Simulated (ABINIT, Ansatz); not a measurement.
# LiCNO (R3m): G0W0 with ABINIT, start to end, part 3 of 3

Wanted: ground state, empty states, screening and self-energy for LiCNO (R3m).

ABINIT 10.8.3; PBEsol and many-body steps on it, plane waves. Known limits of the many-body steps: not at the basis limit.

So far. Step 4 (Empty states on the mesh, 4×4×4 mesh, 53 bands): On this mesh the gap is 4.664 eV. Step 5 (Screening, 4×4×4 mesh, 49 bands, screening to 119.7 eV): Local fields lower ε∞ by 22 %.

### Step 6. Self-energy, 4×4×4 mesh, 49 bands, screening to 119.7 eV

The self-energy is evaluated for the states that the input lists, and the levels follow from it, in one-shot runs by the linearised quasiparticle equation.

This step: G0W0 on PBEsol, plane waves, norm-conserving pseudopotentials.

Input file run.abi:

```
acell 3*1.0 Angstrom
rprim 
  1.643988180588 0.949157018607 4.762053928800
  -1.643988180588 0.949157018607 4.762053928800
  0.000000000000 -1.898314037214 4.762053928800
ntypat 4
znucl 3 6 7 8
natom 4
typat 1 2 3 4
xred 
  0.005259000000 0.005259000000 0.005259000000
  0.497462000000 0.497462000000 0.497462000000
  0.413960000000 0.413960000000 0.413960000000
  0.583333333333 0.583333333333 0.583333333333
pp_dirpath "pseudos"
pseudos "Li.upf, C.upf, N.upf, O.upf"
ecut 37
ngkpt 4 4 4
nshiftk 1
shiftk 0 0 0
kptopt 1
chksymbreak 0
istwfk *1
occopt 1
irdwfk 1
optdriver 4
nband 49
gwcalctyp 0
ecutsigx 37
symsigma 1
nkptgw 2
kptgw 
  0.5000000000 0.5000000000 0.5000000000
  0.0000000000 0.0000000000 0.0000000000
bdgw 
  8 12
  8 12
ecuteps 4.4
irdscr 1
ppmodel 1
indata_prefix "in"
outdata_prefix "out"
tmpdata_prefix "tmp"
```

Launch:

```bash
$ OMP_NUM_THREADS=1 mpirun -n 4 abinit run.abi > log
```

Numbers of over 12 decimals in the logs are rounded to 6 here.

The log of the run:

```text
.Version 10.8.3 of ABINIT. v10.8.2 released Aug 2026.

 Symmetries : space group R3 m (#160); Bravais hR (rhombohedral)
[... echo of the input left out ...]
== DATASET  1 ==================================================================
-   mpi_nproc: 4, omp_nthreads: 1 (-1 if OMP is not activated)

--- !DatasetInfo
iteration_state: {dtset: 1, }
dimensions: {natom: 4, nkpt: 13, mband: 49, nsppol: 1, nspinor: 1, nspden: 1, mpw: 3276, }
cutoff_energies: {ecut:  37.0, pawecutdg:  -1.0, }
electrons: {nelect:   1.80000000E+01, charge:   0.00000000E+00, occopt:   1.00000000E+00, tsmear:   1.00000000E-02, }

 SIGMA: Calculation of the GW corrections

 Based on a program developped by R.W. Godby, V. Olevano, G. Onida, and L. Reining.
 Incorporated in ABINIT by V. Olevano, G.-M. Rignanese, and M. Torrent.
.Using double precision arithmetic ; gwpc =  8

[... cell and pseudopotentials left out ...]
--------------------------------------------------------------------------------

 ==== K-mesh for the wavefunctions ====
 Number of points in the irreducible wedge :    13
[... list of points left out ...]
 Together with  6 symmetry operations and time-reversal symmetry
 yields    64 points in the full Brillouin Zone.

 ==== Q-mesh for screening function ====
 Number of points in the irreducible wedge :    13
[... list of points left out ...]
 Together with  6 symmetry operations and time-reversal symmetry
 yields    64 points in the full Brillouin Zone.

 vcoul_init : cutoff-mode = AUXILIARY_FUNCTION
 q-points for optical limit:   1
     1)      0.000010    0.000020    0.000030
 setmesh: FFT mesh size selected  =    54x   54x   54
          total number of points  =       157464

 Number of electrons calculated from density =   18.0000; Expected =   18.0000
 average of density, n =  0.059826
 r_s =    1.5861
 omega_plasma =   23.5940 [eV]

 === KS Band Gaps ===
  >>>> For spin  1
   Minimum direct gap =   4.8204 [eV], located at k-point      :   0.0000  0.0000  0.0000
   Fundamental gap    =   4.6643 [eV], Top of valence bands at :   0.5000  0.5000  0.5000
                                       Bottom of conduction at :   0.0000  0.0000  0.0000
 SIGMA fundamental parameters:
 PLASMON POLE MODEL  1
 number of plane-waves for SigmaX                 3259
 number of plane-waves for SigmaC and W            129
 number of plane-waves for wavefunctions          3259
 number of bands                                    49
 number of independent spin polarizations            1
 number of spinorial components                      1
 number of k-points in IBZ                          13
 number of q-points in IBZ                          13
 number of symmetry operations                       6
 number of k-points in BZ                           64
 number of q-points in BZ                           64
 number of frequencies for dSigma/dE                 9
 frequency step for dSigma/dE [eV]                0.25
 number of omega for Sigma on real axis              0
 max omega for Sigma on real axis  [eV]           0.00
 zcut for avoiding poles [eV]                     0.10

 EPSILON^-1 parameters (SCR file):
 dimension of the eps^-1 matrix on file            129
 dimension of the eps^-1 matrix used               129
 number of plane-waves for wavefunctions          3259
 number of bands                                    49
 number of q-points in IBZ                          13
 number of frequencies                               2
 number of real frequencies                          1
 number of imag frequencies                          1

 matrix elements of self-energy operator (all in [eV])

 Perturbative Calculation

--- !SelfEnergy_ee
iteration_state: {dtset: 1, }
kpoint     : [   0.500,    0.500,    0.500, ]
spin       : 1
KS_gap     :    4.997
QP_gap     :    7.624
Delta_QP_KS:    2.627
data: !SigmaeeData |
     Band     E0 <VxcDFT>   SigX SigC(E0)      Z dSigC/dE  Sig(E)    E-E0       E
        8  -0.072 -17.881 -22.041   2.710   0.816  -0.226 -19.064  -1.182  -1.254
        9  -0.072 -17.881 -22.041   2.710   0.816  -0.226 -19.064  -1.182  -1.254
       10   4.925  -9.746  -5.044  -3.043   0.871  -0.148  -8.301   1.445   6.370
       11   7.610 -15.970  -9.345  -2.930   0.827  -0.209 -12.914   3.056  10.666
       12   7.610 -15.970  -9.345  -2.930   0.827  -0.209 -12.914   3.056  10.666

--- !SelfEnergy_ee
iteration_state: {dtset: 1, }
kpoint     : [   0.000,    0.000,    0.000, ]
spin       : 1
KS_gap     :    4.820
QP_gap     :    7.483
Delta_QP_KS:    2.662
data: !SigmaeeData |
     Band     E0 <VxcDFT>   SigX SigC(E0)      Z dSigC/dE  Sig(E)    E-E0       E
        8  -0.228 -17.700 -21.924   2.728   0.816  -0.226 -18.921  -1.221  -1.449
        9  -0.228 -17.700 -21.924   2.728   0.816  -0.226 -18.921  -1.221  -1.449
       10   4.593 -10.335  -5.608  -3.064   0.867  -0.154  -8.893   1.441   6.034
       11   7.799 -16.092  -9.352  -2.992   0.827  -0.210 -12.994   3.098  10.898
       12   7.799 -16.092  -9.352  -2.992   0.827  -0.210 -12.994   3.098  10.898

== END DATASET(S) ==============================================================
================================================================================

 -outvars: echo values of variables after computation  --------
           etotal      0.0000000000E+00
            nband          49
             nkpt          13
          spgroup         160
 [... the other variables as echoed above ...]

 Calculation completed.
```

Wall time 7.1 s (4 MPI ranks of Intel Xeon 6975P-C (Granite Rapids), shared host); peak memory 0.95 GiB; 28 s of CPU time.

Numbers from this step:

```
G0W0 gap on the points computed              : 7.288 eV
starting gap on the mesh                     : 4.664 eV
k of the valence top                         : 0.5, 0.5, 0.5
k of the conduction bottom                   : 0, 0, 0
Z at the valence top                         : 0.816
Z at the conduction bottom                   : 0.867
least direct G0W0 gap on the computed points : 7.483 eV
```

The gap on the mesh goes from 4.66 eV to 7.29 eV, a correction of +2.62 eV.

Limits: finite bands, cutoff and mesh. v1 is the top filled band, c1 the lowest empty one. Levels before and after the correction, in eV, zero at the valence-band top of each column:

```
           conduction bottom  valence top
Kohn-Sham               4.66         0.00
     G0W0               7.29         0.00
```

```csv
,level,energy (eV)
Kohn-Sham,(0.5 0.5 0.5) v2-v1,0.000
Kohn-Sham,(0.5 0.5 0.5) c1,4.997
Kohn-Sham,(0.5 0.5 0.5) c2-c3,7.681
Kohn-Sham,Γ v2-v1,-0.156
Kohn-Sham,Γ c1,4.664
Kohn-Sham,Γ c2-c3,7.871
G0W0,(0.5 0.5 0.5) v2-v1,0.000
G0W0,(0.5 0.5 0.5) c1,7.624
G0W0,(0.5 0.5 0.5) c2-c3,11.920
G0W0,Γ v2-v1,-0.195
G0W0,Γ c1,7.288
G0W0,Γ c2-c3,12.152
```

### Step 7. Where the time went

Times are wall times on 4 MPI ranks of Intel Xeon 6975P-C (Granite Rapids), shared host, good to a factor of about two.

| step | time | share | memory (GiB) |
| --- | --- | --- | --- |
| ground state | 61 s | 44 % | 0.48 |
| bands along the symmetry lines | 21 s | 16 % | 0.39 |
| empty states on the mesh | 22 s | 16 % | 0.39 |
| screening | 26 s | 19 % | 1.1 |
| self-energy | 7.1 s | 5 % | 0.95 |

### Step 8. Outcome

- PBEsol gap: 4.66 eV, indirect
- G0W0 gap on the mesh: 7.29 eV
- GW settings: 4×4×4 mesh, 49 bands, screening to 119.7 eV, Godby-Needs plasmon pole
- known limits: not at the basis limit

In words: G0W0 moves the gap on the mesh from 4.66 eV to 7.29 eV (+2.62 eV), with Z of 0.82 and 0.87 at the edges. Local fields lower the RPA ε∞ on this mesh from 3.07 to 2.39. Only 2 of the mesh's irreducible points were corrected, so a valley elsewhere could overtake. The dearest step here is «ground state». Bands and cutoff are finite, so the gap is not at the basis limit. The miss can reach some tenths of an eV and take either sign; the mesh is an error of its own. In the G0W0 run levels were corrected at 2 k points alone, so a gap called «on the mesh» is the least over those, and an edge elsewhere would be missed.

[Paths, hosts, dates, memory and timing lines, banners, echoed tables and standing remarks are left out of the program output.]

[Logs are printed without paths, hosts, clocks, repeated set-up lines and the standing remarks that a program may print on its own settings, such as how far it seeks lower states.]

[Runs of the session that timed out or met a known fault of the program may be left out.]

[Hosts, paths, dates, database ids (printed as entryN), source tags and the programs' standing remarks are cut or masked in the printed files.]

[G0W0 gaps are taken among the corrected bands and points alone; a level outside them can change the order at an edge.]

[Where Ansatz stands beside ABINIT at settings called matched, ABINIT's density can come from a denser mesh and the files from another edition; pairs whose starting gaps differed by over 0.03 eV were left out, so agreement reads better than it is.]
